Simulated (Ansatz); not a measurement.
# Na on Rh(110): change of the work function, part 2 of 5

How does Na on the hollow site change the work function of Rh(110) as the layer fills?

Ansatz 0.2.0; plane-wave DFT, PBE, Ansatz PAW.

So far, work function, upper face (eV): step 2 (the clean slab) 4.57.

### Step 3. Adsorbate added, k-mesh 4×6×1, coverage 0.25 ML

System of this step: Na/Rh(110). The cell holds 21 atoms: 20 Rh and 1 Na. Its edges and angles: a = 7.600 Å, b = 5.374 Å, c = 25.529 Å, α = 90.0°, β = 90.0°, γ = 90.0°. Vacuum lies along c.

The clean slab as it ended is repeated in the plane and the adsorbate is set on one face; the cell's size fixes the coverage, and the k-mesh shrinks with it to keep the sampling density about even. Adsorbate and upper layers relax, since the dipole depends on the height.

Input file input.yaml:

```yaml
crystal:
  lattice:
    - [7.6, 0.0, 0.0]
    - [0.0, 5.374011537, 0.0]
    - [0.0, 0.0, 25.5293471811]
  atoms:
    - { symbol: Rh, position: [0.0, 0.0, 0.352535454] }
    - { symbol: Rh, position: [0.25, 0.25, 0.4051612762] }
    - { symbol: Rh, position: [0.0, 0.0, 0.4565121167] }
    - { symbol: Rh, position: [0.25, 0.25, 0.5132465548] }
    - { symbol: Rh, position: [0.0, 0.0, 0.5594939924] }
    - { symbol: Rh, position: [0.0, 0.5, 0.352535454] }
    - { symbol: Rh, position: [0.25, 0.75, 0.4051612762] }
    - { symbol: Rh, position: [0.0, 0.5, 0.4565121167] }
    - { symbol: Rh, position: [0.25, 0.75, 0.5132465548] }
    - { symbol: Rh, position: [0.0, 0.5, 0.5594939924] }
    - { symbol: Rh, position: [0.5, 0.0, 0.352535454] }
    - { symbol: Rh, position: [0.75, 0.25, 0.4051612762] }
    - { symbol: Rh, position: [0.5, 0.0, 0.4565121167] }
    - { symbol: Rh, position: [0.75, 0.25, 0.5132465548] }
    - { symbol: Rh, position: [0.5, 0.0, 0.5594939924] }
    - { symbol: Rh, position: [0.5, 0.5, 0.352535454] }
    - { symbol: Rh, position: [0.75, 0.75, 0.4051612762] }
    - { symbol: Rh, position: [0.5, 0.5, 0.4565121167] }
    - { symbol: Rh, position: [0.75, 0.75, 0.5132465548] }
    - { symbol: Rh, position: [0.5, 0.5, 0.5594939924] }
    - { symbol: Na, position: [0.25, 0.25, 0.647464546] }
kpoints:
  mp_grid: { grid: [4, 6, 1] }
hamiltonian:
  xc: pbe
scf:
  occupations: { method: fermi_dirac, width: 0.1 }
  convergence: { dr2_threshold: 1.0e-08 }
efield:
  axis: 3
  dipole_correction: true
  ramp_position: 0.97
  ramp_width: 0.06
relax:
  f_tol: 0.02
  max_steps: 60
  constraints: [{ sites: [0, 1, 5, 6, 10, 11, 15, 16] }]
output:
  bader: true
  dos: { projected: true, e_range: [-8, 4] }
  write_potential: true
  write_density: true
  volumetric_format: npy
  elf: true
```

Started as:

```sh
$ ansatz run input.yaml --threads 8 --pin off --max-ram 12288MiB --backend cpu --events-out ev --progress --plain --runs-dir out
```

Standard output:

```text
[...]
Crystal: 21 atoms, lattice volume = 1042.682 Å³
Basis set: ecut = 420 eV, 20325 PW (Γ), exchange–correlation on 108×72×360 points (8 copies of the dense FFT grid, shifted against one another)
Bands: 210, of which v1, the nominal top of the filled ones, is band 175 counted from 1 (174 counted from 0)
Symmetry: 4 space group operations
[...]
k-points: 12 of 24
[...]
SCF iter   1: F=—  HF=-129533.208476 eV  |F-HF|=—  |Δ(HF+E_count)|=         —  Δρ=7.09e-3  dr2=1.80e0  ethr=1.77e-3  p=0.429 e·Å  D=7.44e-2 V/Å  ΔV_dip=-1.90 eV  dr2_dipole=5.15e-1  V_vac-E_F(+/−)=2.47/4.37 eV  ⟨swp⟩=7.6  Hψ=9946  notcnv=0  defer=42
[...]
SCF iter  11: F=-129533.204662 eV  HF=-129533.204662 eV  |F-HF|=2.11e-8  |Δ(HF+E_count)|=   7.28e-8  Δρ=3.70e-7  dr2=2.80e-9  ethr=2.87e-12  p=0.481 e·Å  D=8.35e-2 V/Å  ΔV_dip=-2.13 eV  dr2_dipole=2.87e-12  V_vac-E_F(+/−)=2.44/4.58 eV  ⟨swp⟩=17.2  Hψ=18030  notcnv=0
SCF 1 converged in 11 iterations: F = -129533.204662 eV  dr2 = 2.80e-9
[...]
relax step   1: F+E_penalty+E_count = -129533.20466183 eV  Δ(F+E_penalty+E_count) = +0.000e0 eV  max|allowed force component| = 5.798e-1 eV/Å  Δτ_max = 0.0000 Å  (11 SCF iters, accepted)
[...]
SCF iter  10: F=-129533.280364 eV  HF=-129533.280364 eV  |F-HF|=2.43e-8  |Δ(HF+E_count)|=   7.19e-8  Δρ=3.53e-7  dr2=2.03e-9  ethr=2.87e-12  p=0.445 e·Å  D=7.72e-2 V/Å  ΔV_dip=-1.97 eV  dr2_dipole=1.60e-11  V_vac-E_F(+/−)=2.59/4.56 eV  ⟨swp⟩=13.9  Hψ=17671  notcnv=0
SCF 2 converged in 10 iterations: F = -129533.280364 eV  dr2 = 2.03e-9
relax step   2: F+E_penalty+E_count = -129533.28036445 eV  Δ(F+E_penalty+E_count) = -7.570e-2 eV  max|allowed force component| = 3.970e-1 eV/Å  Δτ_max = 0.1197 Å  (10 SCF iters, accepted)
[...]
SCF iter  10: F=-129533.325666 eV  HF=-129533.325666 eV  |F-HF|=1.55e-8  |Δ(HF+E_count)|=   8.17e-8  Δρ=3.00e-7  dr2=2.10e-9  ethr=2.87e-12  p=0.395 e·Å  D=6.86e-2 V/Å  ΔV_dip=-1.75 eV  dr2_dipole=1.42e-11  V_vac-E_F(+/−)=2.79/4.54 eV  ⟨swp⟩=15.9  Hψ=17642  notcnv=0
SCF 3 converged in 10 iterations: F = -129533.325666 eV  dr2 = 2.10e-9
relax step   3: F+E_penalty+E_count = -129533.32566599 eV  Δ(F+E_penalty+E_count) = -4.530e-2 eV  max|allowed force component| = 4.296e-2 eV/Å  Δτ_max = 0.1937 Å  (10 SCF iters, accepted)
[...]
relax step   4: F+E_penalty+E_count = -129533.32724141 eV  Δ(F+E_penalty+E_count) = -1.575e-3 eV  max|allowed force component| = 2.641e-2 eV/Å  Δτ_max = 0.0212 Å  (8 SCF iters, accepted)
SCF iter   1: F=—  HF=-129533.327715 eV  |F-HF|=—  |Δ(HF+E_count)|=         —  Δρ=6.14e-4  dr2=1.89e-3  ethr=3.37e-6  p=0.391 e·Å  D=6.79e-2 V/Å  ΔV_dip=-1.73 eV  dr2_dipole=1.97e-5  V_vac-E_F(+/−)=2.80/4.54 eV  ⟨swp⟩=3.0  Hψ=4859  notcnv=0  defer=80
[...]
SCF iter   8: F=-129533.327503 eV  HF=-129533.327503 eV  |F-HF|=3.24e-8  |Δ(HF+E_count)|=   6.86e-8  Δρ=5.17e-7  dr2=5.74e-9  ethr=2.87e-12  p=0.392 e·Å  D=6.81e-2 V/Å  ΔV_dip=-1.74 eV  dr2_dipole=7.79e-11  V_vac-E_F(+/−)=2.80/4.54 eV  ⟨swp⟩=13.1  Hψ=17960  notcnv=0
SCF 5 converged in 8 iterations: F = -129533.327503 eV  dr2 = 5.74e-9
relax step   5: F+E_penalty+E_count = -129533.32750254 eV  Δ(F+E_penalty+E_count) = -2.611e-4 eV  max|allowed force component| = 1.356e-2 eV/Å  Δτ_max = 0.0141 Å  (8 SCF iters, accepted)
NSCF: frozen V_eff on 12 k-points
[...]
SCF converged after 8 iterations
Free energy (F): -129533.327503 eV
[...]
Internal energy: -129532.093214 eV  (E = F + TS)
E sigma→0 (E₀):  -129532.710358 eV
Entropy (-TS):   -1.234288 eV (-58.776 meV/atom)
Fermi energy:    3.323436 eV
Dipole field:    D = 0.068107 V/Å  (p = 0.392449 e·Å, saw-weighted, corrected)
Work function:   Φ+ = 2.8002 eV   Φ− = 4.5389 eV
[...]
--- Forces (eV/Å), atoms counted from 1 ---
  atom   1  Rh     0.00358865    -0.00304525     0.74969342
  atom   2  Rh     0.00000000     0.00000000    -0.69996970
  atom   3  Rh    -0.01355861     0.01158159    -0.00123336
  atom   4  Rh     0.00000000     0.00000000     0.00856649
  atom   5  Rh    -0.00014463    -0.01204490    -0.00493896
  atom   6  Rh     0.00358865     0.00304525     0.74969342
  atom   7  Rh     0.00000000     0.00000000    -0.64506762
  atom   8  Rh    -0.01355861    -0.01158159    -0.00123336
  atom   9  Rh     0.00000000     0.00000000     0.00507256
  atom  10  Rh    -0.00014463     0.01204490    -0.00493896
  atom  11  Rh    -0.00358865    -0.00304525     0.74969342
  atom  12  Rh     0.00000000     0.00000000    -0.78660129
  atom  13  Rh     0.01355861     0.01158159    -0.00123336
  atom  14  Rh     0.00000000     0.00000000     0.01066515
  atom  15  Rh     0.00014463    -0.01204490    -0.00493896
  atom  16  Rh    -0.00358865     0.00304525     0.74969342
  atom  17  Rh     0.00000000     0.00000000    -0.86444422
  atom  18  Rh     0.01355861    -0.01158159    -0.00123336
  atom  19  Rh     0.00000000     0.00000000    -0.00023720
  atom  20  Rh     0.00014463     0.01204490    -0.00493896
  atom  21  Na     0.00000000     0.00000000    -0.00205040
  max |Σ_I F_I| component: 1.82e-5 eV/Å
--- Band table (eV; the first three rows and the last of 12) ---
  k-point 0: bands = [... 171 lower, 3.3933, 3.4360, 3.6294, 3.6656, 3.7689, 3.7999, 3.8133, 3.8155, ... 31 higher]
  k-point 1: bands = [... 171 lower, 3.3910, 3.3995, 3.4556, 3.4609, 3.4758, 3.5149, 3.5211, 3.5824, ... 31 higher]
  k-point 2: bands = [... 171 lower, 3.0251, 3.0364, 3.0867, 3.1110, 3.2140, 3.2240, 3.3312, 3.3882, ... 31 higher]
  k-point 11: bands = [... 171 lower, 2.7246, 3.1404, 3.1525, 3.1639, 3.1649, 3.2366, 3.2546, 3.2609, ... 31 higher]
--- Relaxed structure (5 steps of the walk, 5 accepted, 0 SCFs on fresh bases) ---
  F+E_penalty+E_count = -129533.32750254 eV   max|allowed force component| = 1.356e-2 eV/Å
  atoms:
    - { symbol: Rh, position: [0.0, 0.0, 0.352535] }
    - { symbol: Rh, position: [0.250000, 0.250000, 0.405161] }
    - { symbol: Rh, position: [0.00136523, -9.709124e-6, 0.456032] }
    - { symbol: Rh, position: [0.250000, 0.250000, 0.514314] }
    - { symbol: Rh, position: [-0.00477917, -0.00142764, 0.559880] }
    - { symbol: Rh, position: [0.0, 0.500000, 0.352535] }
    - { symbol: Rh, position: [0.250000, 0.750000, 0.405161] }
    - { symbol: Rh, position: [0.00136523, 0.500010, 0.456032] }
    - { symbol: Rh, position: [0.250000, 0.750000, 0.515558] }
    - { symbol: Rh, position: [-0.00477917, 0.501428, 0.559880] }
    - { symbol: Rh, position: [0.500000, 0.0, 0.352535] }
    - { symbol: Rh, position: [0.750000, 0.250000, 0.405161] }
    - { symbol: Rh, position: [0.498635, -9.709124e-6, 0.456032] }
    - { symbol: Rh, position: [0.750000, 0.250000, 0.512496] }
    - { symbol: Rh, position: [0.504779, -0.00142764, 0.559880] }
    - { symbol: Rh, position: [0.500000, 0.500000, 0.352535] }
    - { symbol: Rh, position: [0.750000, 0.750000, 0.405161] }
    - { symbol: Rh, position: [0.498635, 0.500010, 0.456032] }
    - { symbol: Rh, position: [0.750000, 0.750000, 0.511652] }
    - { symbol: Rh, position: [0.504779, 0.501428, 0.559880] }
    - { symbol: Na, position: [0.250000, 0.250000, 0.634506] }
--- Bader charges: 21 sites ---
  site symbol  charge [e]  shift [e]
     0     Rh     -0.0314     0.0002
     1     Rh      0.0141     0.0002
     2     Rh      0.0279     0.0001
     3     Rh     -0.0404     0.0002
     4     Rh     -0.1900     0.0003
     5     Rh     -0.0314     0.0002
     6     Rh      0.0177     0.0002
     7     Rh      0.0279     0.0001
     8     Rh     -0.0023     0.0002
     9     Rh     -0.1900     0.0003
    10     Rh     -0.0314     0.0002
    11     Rh      0.0202     0.0002
    12     Rh      0.0278     0.0001
    13     Rh     -0.0044     0.0002
    14     Rh     -0.1900     0.0003
    15     Rh     -0.0314     0.0002
    16     Rh      0.0171     0.0002
    17     Rh      0.0278     0.0001
    18     Rh     -0.0072     0.0002
    19     Rh     -0.1900     0.0003
    20     Na      0.7590     0.0000
  estimated error of the sums over rays = 5.1e-4 e
```

Run time: 9.6 min. Hardware: 8 threads of Arm Neoverse N1, shared host; peak memory 8.5 GiB.

Step by step:

| step | energy less that of the first step (eV) | largest force component (eV/Å) |
| --- | --- | --- |
| 1 | 0.0000 | 0.5798 |
| 2 | -0.0757 | 0.3970 |
| 3 | -0.1210 | 0.0430 |
| 4 | -0.1226 | 0.0264 |
| 5 | -0.1228 | 0.0136 |

The run keeps the 4 symmetry operations that the program found, so distortions that break them were not tested.

The atoms that moved most (Å):

| atom | dx | dy | dz | length |
| --- | --- | --- | --- | --- |
| Na21 | 0.000 | 0.000 | -0.331 | 0.331 |
| Rh9 | 0.000 | 0.000 | 0.059 | 0.059 |
| Rh19 | 0.000 | 0.000 | -0.041 | 0.041 |
| Rh10 | -0.036 | 0.008 | 0.010 | 0.038 |
| Rh5 | -0.036 | -0.008 | 0.010 | 0.038 |
| Rh20 | 0.036 | 0.008 | 0.010 | 0.038 |
| Rh15 | 0.036 | -0.008 | 0.010 | 0.038 |
| Rh4 | 0.000 | 0.000 | 0.027 | 0.027 |

Final coordinates:

```xyz
21
Lattice="7.6000 0.0000 0.0000 0.0000 5.3740 0.0000 0.0000 0.0000 25.5293" Properties=species:S:1:pos:R:3
Rh    0.0000    0.0000    9.0000
Rh    1.9000    1.3435   10.3435
Rh    0.0104   -0.0001   11.6422
Rh    1.9000    1.3435   13.1301
Rh   -0.0363   -0.0077   14.2934
Rh    0.0000    2.6870    9.0000
Rh    1.9000    4.0305   10.3435
Rh    0.0104    2.6871   11.6422
Rh    1.9000    4.0305   13.1618
Rh   -0.0363    2.6947   14.2934
Rh    3.8000    0.0000    9.0000
Rh    5.7000    1.3435   10.3435
Rh    3.7896   -0.0001   11.6422
Rh    5.7000    1.3435   13.0837
Rh    3.8363   -0.0077   14.2934
Rh    3.8000    2.6870    9.0000
Rh    5.7000    4.0305   10.3435
Rh    3.7896    2.6871   11.6422
Rh    5.7000    4.0305   13.0621
Rh    3.8363    2.6947   14.2934
Na    1.9000    1.3435   16.1985
```

Numbers from this step:

```
energy at zero smearing        : -129532.7104 eV
work function, upper face      : 2.800 eV
work function, lower face      : 4.539 eV
dipole along the normal        : 0.3924 e·Å
step between the vacuum levels : -1.739 eV
```

Running mean over 1.344 Å of the planar mean; the ramp of the sawtooth is left out. Table of electron's electrostatic potential energy less the Fermi level by z:

| z (Å) | electron's electrostatic potential energy less the Fermi level (eV) |
| --- | --- |
| 3 | 4.54 |
| 4 | 4.54 |
| 5 | 4.54 |
| 6 | 4.51 |
| 7 | 4.23 |
| 8 | -0.259 |
| 9 | -11.3 |
| 10 | -13.0 |
| 11 | -13.7 |
| 12 | -12.0 |
| 13 | -13.1 |
| 14 | -14.3 |
| 15 | -4.41 |
| 16 | 1.63 |
| 17 | 2.26 |
| 18 | 2.74 |
| 19 | 2.79 |
| 20 | 2.80 |
| 21 | 2.80 |
| 22 | 2.80 |

The density of states has structure finer than the step of the table below, so its rows give means over 0.25 eV. Peaks (eV: height): -3.610: 64.2, -2.440: 47.9, -2.320: 52.5, -2.230: 47.7, -2.110: 47.4, -2.020: 52.0, 0.330: 47.5.

Density of states against energy, zero at the Fermi level; means over each step:

```
energy (eV)  density of states (states/eV a cell)
      -7.25                                     0
      -7.00                                 0.887
      -6.75                                  1.55
      -6.50                                  1.73
      -6.25                                  1.86
      -6.00                                  2.18
      -5.75                                  7.50
      -5.50                                  17.6
      -5.25                                  31.2
      -5.00                                  28.5
      -4.75                                  28.7
      -4.50                                  27.1
      -4.25                                  28.3
      -4.00                                  19.4
      -3.75                                  35.0
      -3.50                                  37.3
      -3.25                                  29.1
      -3.00                                  26.3
      -2.75                                  35.8
      -2.50                                  42.2
      -2.25                                  38.7
      -2.00                                  35.5
      -1.75                                  25.2
      -1.50                                  31.4
      -1.25                                  34.6
      -1.00                                  38.1
      -0.75                                  31.1
      -0.50                                  32.8
      -0.25                                  35.8
       0.00                                  36.8
       0.25                                  39.7
       0.50                                  40.9
       0.75                                  23.2
       1.00                                  7.75
       1.25                                  6.98
       1.50                                  5.64
       1.75                                  7.37
```

Projected DOS per atom over height of the atomic layer and energy from the Fermi level. Layers: Rh4 Rh4 Rh4 Rh4 Rh4 Na from below.

Ten even steps from '_' (0.00 states/eV) to '@' (2.59 states/eV), each cell a mean:
```
....__....::
............
::::----::__
%%####**##__
%%**++##%%..
##++==++**__
%%++**++**__
@@--++==%%__
##==--==##__
@@**##**%%__
****##****__
++**==++++__
**%%==####__
::====++==__
::**##**--__
::**@@**::__
..==++==..__
____..______
____________
____________
____________
____________
```
Columns: height of the atomic layer (Å) from 9 to 16.2 (not evenly spaced); rows upwards: energy from the Fermi level (eV) from -7.96 to 1.95.

Valence density in the ca plane at fractional y = 0.250, with atoms of Rh and Na within 0.2 Å of it. It is the smooth field of the valence electrons, not physical close to the nuclei.

Ten steps, logarithmic in the rise over the least value, from '0' (0 e/Å³) to '9' (15 e/Å³), each cell a mean:
```
00112221112222211122221000000000000000000000
00011222222222222222211000000000000000000000
00001123553222345432110000000000000000000000
00001136886322578752100000000000000000000000
00001247997423689863100000000000000000000000
00001147997423589863100000000000000000000000
00001135665322367642110000000000000000000000
00011122332222233322110000000000000000000000
00112222112222211222211000000000000000000000
00112221111222211122221000000000000000000000
00112221112222211122221000000000000000000000
00011222222222222222211000000000000000000000
00001123553222245432111122100000000000000000
00001136886322478753111477510000000000000000
00001247997423589973111699720000000000000000
00001147997422589863111589610000000000000000
00001135665322357642111245200000000000000000
00011122332222223322111010000000000000000000
00112222112222211222211000000000000000000000
00112221111222211122221000000000000000000000
```
Columns run along c (16.0 Å, from fractional 0.28 to 0.91 of the cell), rows up along a (7.6 Å). Atoms in or near the plane, at fractional coordinates: Rh at (0.41, 0.25), Rh at (0.51, 0.25), Rh at (0.41, 0.75), Rh at (0.51, 0.75), Na at (0.63, 0.25).

Electrostatic potential energy in the ca plane at fractional y = 0.250, with atoms of Rh and Na within 0.2 Å of it. With pseudopotentials it is smooth inside the atoms' cores, unlike the true potential.

Ten even steps from '0' (-68 eV) to '9' (8 eV), each cell a mean:
```
99999999999999999999999999999999999999999999
99999999999999999999999999999999999999999999
99999997667999875689999999999999999999999999
99999983003899620169999999999999999999999999
99999961001798400038999999999999999999999999
99999972002798500048999999999999999999999999
99999986336899742479999999999999999999999999
99999998888999988899999999999999999999999999
99999999999999999999999999999999999999999999
99999999999999999999999999999999999999999999
99999999999999999999999999999999999999999999
99999999999999999999999999999999999999999999
99999997667999875689999988899999999999999999
99999983003899620158999744689999999999999999
99999961001798500038999600489999999999999999
99999972002798510048999621589999999999999999
99999986336899852479999877899999999999999999
99999998888999988899999999999999999999999999
99999999999999999999999999999999999999999999
99999999999999999999999999999999999999999999
```
Columns run along c (16.0 Å, from fractional 0.28 to 0.91 of the cell; values clipped at the 3rd and 97th percentile), rows up along a (7.6 Å). Atoms in or near the plane, at fractional coordinates: Rh at (0.41, 0.25), Rh at (0.51, 0.25), Rh at (0.41, 0.75), Rh at (0.51, 0.75), Na at (0.63, 0.25).

ELF in the ca plane at fractional y = 0.250, with atoms of Rh and Na within 0.2 Å of it. It is the smooth field of the valence electrons, not physical close to the nuclei.

Ten even steps from '0' (0.00) to '9' (0.77), each cell a mean:
```
12333332222333222233333333211000000000000000
12233332222333222233333322100000000000000000
01223333553233245433332211000000000000000000
01123336886332479853322100000000000000000000
00122258998433699973221100000000000000000000
00122247997433589963321100000000000000000000
01123334774232367633332110000000000000000000
11233332332333223333332221100000000000000000
12333332222333322233333332110000000000000000
12333322222333222223334443211000000000000000
12333332222333222233344432111000000000000000
12233332222333222233333200000000000000000000
11223333553233235433331023200000000000000000
01123336886332479853320477620000000000000000
00122358998433699973311654740000000000000000
00122347997433589963320566730000000000000000
01223334774232357643330256410000000000000000
11233332332333223333332100000000000000000000
12333332222333322233334321000000000000000000
12333322222333222223344443211100000000000000
```
Columns run along c (16.0 Å, from fractional 0.28 to 0.91 of the cell), rows up along a (7.6 Å). Atoms in or near the plane, at fractional coordinates: Rh at (0.41, 0.25), Rh at (0.51, 0.25), Rh at (0.41, 0.75), Rh at (0.51, 0.75), Na at (0.63, 0.25).

The relaxation took 5 steps and lowered the energy by 0.12 eV; the largest force on the free atoms ends at 0.014 eV/Å.

By hand: a sheet of dipoles makes a step −p/(ε₀A) in the electron's potential. With e/ε₀ = 180.95 V·Å, p = 0.3924 e·Å and A = 40.84 Å², that is −180.95 × (0.3924) / 40.84 = -1.739 eV, and the two vacuum levels of the run differ by -1.739 eV.

The covered face has 2.80 eV, -1.77 eV against the clean one; the bare back face has moved by +0.01 eV, a measure of how thin the slab is.

[end of part 2 of 5]

[Long decimals in the printed logs are rounded to 6 places.]

[Logs are printed without paths, hosts, clocks, repeated set-up lines and the standing remarks that a program may print on its own settings, such as how far it seeks lower states.]

[Hosts, paths, dates, database ids (printed as entryN), source tags and the programs' standing remarks are cut or masked in the printed files.]

[Maps of the electrostatic potential energy from Ansatz leave out the sawtooth potential of an applied field or a dipole correction, so their vacuum need not be flat; planar profiles and work functions include it.]

[The density of states shown here was stored with 400 of the rows of the run's finer table, so its peaks can read low, often by over a quarter, or be missed, and its means over a window can be off by a tenth or more.]
